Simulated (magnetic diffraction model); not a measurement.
## PrCdFe below its ordering temperature

Space group Pnma (no. 62), a = 7.2490 Å, b = 4.1880 Å, c = 8.7740 Å.

```
site  atom       x    y       z
  4c    Pr  0.9678  3/4  0.3161
  4c    Cd  0.8620  3/4  0.9498
  4c    Fe  0.7587  3/4  0.6308
```

This is a made-up structure (elements placed in a structure type, unrelaxed), so the numbers test the method and describe no known phase.

Only Pr is taken to order (form factors of Pr3+); orders and moment sizes are assumed, and not adapted to the symmetry. Radiation: neutrons of λ = 1.594 Å (absorption by Cd left out), 1.5° to 45°; isotropic B of 0.38 Å² (Pr), 0.46 Å² (Cd) and 0.65 Å² (Fe). Simulated constant-wavelength pattern: nuclear and magnetic terms add, the magnetic one as |2.695 fm × Σ f S⊥ exp(2πi Q·r) exp(−B s²)|², summed over all Q at one angle with the factor 1/(sin²θ cos θ). For a modulated order the moment at position r is S exp(−2πi k·r) + c.c., with S = m/2 for a sine wave of amplitude m and S = m(u + iv)/2 for moments turning in a plane, u and v being orthogonal unit vectors in it; the phase factor of the sum at Q = H + k is then exp(2πi H·r). Free-ion form factors, Sears's scattering lengths of 1992, no absorption; a label names one of the reflections at its angle. The strongest nuclear line in the range is 100, and lines under 0.2 are left out.

Above the ordering temperature:

```
2θ (°)    index      I
 16.40  (1 0 1)    1.3
 24.35  (0 1 1)   15.3
 24.52  (1 0 2)   36.1
 25.41  (2 0 0)   14.0
 27.52  (1 1 1)   14.3
 27.53  (2 0 1)    0.2
 33.13  (1 1 2)   20.7
 33.15  (2 0 2)    3.7
 33.81  (2 1 0)   26.7
 34.18  (1 0 3)   19.0
 35.48  (2 1 1)  100.0
 38.83  (0 1 3)   44.8
 40.01  (3 0 1)    6.6
 40.11  (2 1 2)    4.4
 40.99  (1 1 3)   68.0
 40.99  (2 0 3)    8.3
 42.61  (0 0 4)    9.9
 44.24  (3 0 2)   44.0
 44.62  (1 0 4)    4.3
 44.74  (0 2 0)   47.9
```

Below it (cell unchanged):

```tsv
2θ (°)	I
7.81	52.0
13.04	18.4
14.86	0.2
16.40	1.3
22.10	29.0
22.29	7.5
24.35	15.3
24.52	36.1
25.41	14.0
25.54	1.7
26.61	5.1
26.62	6.9
26.84	5.0
27.52	14.3
27.53	0.2
28.64	4.1
28.66	5.9
28.71	6.0
28.93	0.4
31.48	0.4
31.49	0.5
31.68	0.2
32.43	4.2
33.13	20.7
33.15	3.7
33.81	26.7
33.92	13.7
34.18	19.0
34.34	0.3
34.76	1.9
34.93	0.3
34.94	0.4
35.48	100.0
36.38	1.7
38.71	4.3
38.83	44.8
```
(The table stops after 36 lines; 16 more lie at higher angle.)

**Question.** Find the propagation vector, then choose among these models:
A. a sine wave with moments along [010] (amplitudes given), 2.9 μB on Pr; signs + at (0.9678, 3/4, 0.3161), − at (0.5322, 1/4, 0.8161), + at (0.4678, 3/4, 0.1839), − at (0.0322, 1/4, 0.6839)
B. moments turning in the plane of [100] and [010], 2.9 μB on Pr; signs + at (0.9678, 3/4, 0.3161), − at (0.5322, 1/4, 0.8161), + at (0.4678, 3/4, 0.1839), − at (0.0322, 1/4, 0.6839)
C. moments turning in the plane of [001] and [100], 2.9 μB on Pr; signs + at (0.9678, 3/4, 0.3161), − at (0.5322, 1/4, 0.8161), + at (0.4678, 3/4, 0.1839), − at (0.0322, 1/4, 0.6839)
D. a sine wave with moments along [001] (amplitudes given), 2.9 μB on Pr; signs + at (0.9678, 3/4, 0.3161), − at (0.5322, 1/4, 0.8161), + at (0.4678, 3/4, 0.1839), − at (0.0322, 1/4, 0.6839)

The new lines index as (0 0 3/4) at 7.81°, (0 0 5/4) at 13.04°, (0 1 1/4) at 22.10° and (1 0 7/4) at 22.29°, that is as H ± k with k = (0 0 1/4). Satellites come in pairs about each point of the reciprocal lattice.

Magnetic intensity, observed (below minus above) and for each model:

| 2θ (°) | index | observed | A | B | C | D |
| --- | --- | --- | --- | --- | --- | --- |
| 7.81 | (0 0 3/4) | 52.0 | 52.0 | 104.0 | 52.0 | <0.2 |
| 13.04 | (0 0 5/4) | 18.4 | 18.4 | 36.7 | 18.4 | <0.2 |
| 22.10 | (0 1 1/4) | 29.0 | 0.2 | 14.8 | 29.0 | 14.4 |
| 22.29 | (1 0 7/4) | 7.5 | 7.5 | 12.6 | 7.5 | 2.4 |
| 26.84 | (1 0 9/4) | 5.0 | 5.0 | 8.9 | 5.0 | 1.1 |
| 33.92 | (2 1 1/4) | 13.7 | 5.5 | 9.6 | 13.7 | 9.5 |
| 38.87 | (1 1 11/4) | 9.4 | 4.8 | 11.1 | 9.4 | 3.1 |
| 43.19 | (1 1 13/4) | 7.0 | 4.0 | 9.1 | 7.0 | 2.0 |

Model C matches.

The structure used: k = (0 0 1/4), moments turning in the plane of [001] and [100], 2.9 μB on Pr; signs + at (0.9678, 3/4, 0.3161), − at (0.5322, 1/4, 0.8161), + at (0.4678, 3/4, 0.1839), − at (0.0322, 1/4, 0.6839).

[Logs are printed without paths, hosts, clocks, repeated set-up lines and the standing remarks that a program may print on its own settings, such as how far it seeks lower states.]
